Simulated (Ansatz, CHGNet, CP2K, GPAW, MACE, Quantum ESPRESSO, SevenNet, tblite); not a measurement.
**Other levels on the unslipped end of a generalised stacking fault on (111) (glide set) of a Ge-Si solid solution (72 atoms)**

The cell holds 72 atoms: 51 Ge and 21 Si. Its edges and angles: a = 6.849 Å, b = 11.862 Å, c = 19.571 Å, α = 90.0°, β = 90.0°, γ = 90.0°. Diamond-structure Ge lattice (a = 5.5919 Å, the value set for the mixture), cell with z along [111], 1 x 3 x 2 periods; the third cell vector is tilted by 0.000 of 1/2[11-2] and lengthened by 0.2 Å, so the stacking has no slip (glide set); displaced by a Gaussian of 0.01 Å; 21 of 72 Ge sites given to Si at random (lattice constant by Vegard's rule between Ge and Si). Then every atom was moved at random, 0.03 Å r.m.s. a Cartesian component.

Geometry: as built.

The reference, a calculation:

```
method                 : Kohn-Sham DFT, PBE, SSSP efficiency 1.3.0 pseudopotentials, plane waves (Quantum ESPRESSO 7.5); sssp-pbe-1.3.0-efficiency, cutoffs 45/360 Ry, Γ point
r.m.s. force component : 0.6139 eV/Å
longest force          : 1.952 eV/Å
pressure               : 1.714 GPa
time                   : 4.1 min on 4 MPI ranks of Arm Neoverse V1, shared host
CPU time               : 16 min
```

**Question.** The same geometry is run in other programs. How far does each lie from the reference, and what does it cost?
- SevenNet l3i5 potential (SevenNet l3i5; 1 thread)
- CP2K PBE, DZVP-UZH, 350/50 Ry, diagonalisation (CP2K 2026.2; 2 threads)
- tblite GFN1-xTB (tblite 0.8.0; 1 thread)
- GPAW PBE, LCAO dzp, h 0.2 Å (GPAW 26.7.0; 1 thread)
- CP2K PBE, TZVP-MOLOPT (SR for Ge), 350/50 Ry, diagonalisation (CP2K 2026.2; 4 MPI ranks)
- MACE MPA-0 medium potential (MACE MPA-0 medium; 1 thread)
- CHGNet 0.3.0 potential (CHGNet 0.3.0; 1 thread)
- GPAW PBE, LCAO sz(dzp), h 0.2 Å (GPAW 26.7.0; 1 thread)
- GPAW PBE, LCAO dzp, h 0.16 Å (GPAW 26.7.0; 1 thread)
- CP2K PBE, DZVP-UZH, 350/20 Ry, diagonalisation (CP2K 2026.2; 2 threads)

Differences are against the plane-wave reference, forces as r.m.s. over components; share is that over the reference's r.m.s. force, slope the least-squares factor from reference forces to these. Total energies of different programs have different zeros and aren't compared.

```
                                                          run  Δ force, r.m.s. (meV/Å)  share (%)  slope  Δ pressure (GPa)  cores  CPU time  memory (GiB)
                                                    reference                        -          -      -                 -      4    16 min           4.4
                                      SevenNet l3i5 potential                      233       38.0  0.745             0.634      1     9.4 s           1.1
               CP2K PBE, DZVP-UZH, 350/50 Ry, diagonalisation                     23.1       3.76  1.020             0.556      2   3.5 min           1.9
                                              tblite GFN1-xTB                      221       36.0  0.765              5.01      1     8.8 s          0.16
                                  GPAW PBE, LCAO dzp, h 0.2 Å                     46.0       7.49  1.065                 -      1   5.8 min           1.6
CP2K PBE, TZVP-MOLOPT (SR for Ge), 350/50 Ry, diagonalisation                     23.8       3.88  1.020             0.362      4   3.6 min           3.5
                                  MACE MPA-0 medium potential                      238       38.8  0.743            -0.194      1     7.3 s          0.86
                                       CHGNet 0.3.0 potential                      334       54.4  0.498              1.59      1     3.3 s          0.68
                     GPAW PBE, LCAO sz(dzp), h 0.2 Å (coarse)                      171       27.8  1.105                 -      1      84 s           1.2
                                 GPAW PBE, LCAO dzp, h 0.16 Å                     42.3       6.89  1.060                 -      1    10 min           3.1
      CP2K PBE, DZVP-UZH, 350/20 Ry, diagonalisation (coarse)                     32.1       5.24  1.017             0.656      2   2.5 min           1.9
```

Rows marked coarse were listed beforehand as settings not expected to be converged; some can still land near the reference.

Times of the machine-learned potentials are mostly Python's start and the loading of weights.

CPU time is summed over cores on a shared host, where runs went side by side, so it is rough. Symmetry, cutoffs, thresholds, outputs and thread counts weren't matched or tuned between programs; memory under MPI is the largest rank's times the ranks.

The PBE runs in local orbitals, coarse settings apart, differ by 3.8 % (CP2K PBE, DZVP-UZH, 350/50 Ry, diagonalisation) to 7.5 % (GPAW PBE, LCAO dzp, h 0.2 Å); basis, grid and potentials can all enter. Tight binding differs by 36 % (tblite GFN1-xTB); it is another model, with fitted parameters of its own, and the xTB methods hold dispersion. Machine-learned potentials differ by 38 % (SevenNet l3i5 potential) to 54 % (CHGNet 0.3.0 potential); they were trained on other programs' data. Among those trained on PBE data the slope goes as low as 0.50, which softening far from their training structures can give, though the reference's k-sampling is untested too. Runs with settings chosen to be coarse differ by 5.2 % (CP2K PBE, DZVP-UZH, 350/20 Ry, diagonalisation) to 28 % (GPAW PBE, LCAO sz(dzp), h 0.2 Å), their programs' other errors included. Periodic xTB results under one method name differ between programs and library versions. Machine-learned potentials mimic data converged in k, so the reference's own k-point error enters their differences. The electronic-structure runs sample only Γ, in a cell whose shortest periodic width is 7 Å.

[Logs are printed without paths, hosts, clocks, repeated set-up lines and the standing remarks that a program may print on its own settings, such as how far it seeks lower states.]

[Hosts, paths, dates, database ids (printed as entryN), source tags and the programs' standing remarks are cut or masked in the printed files.]
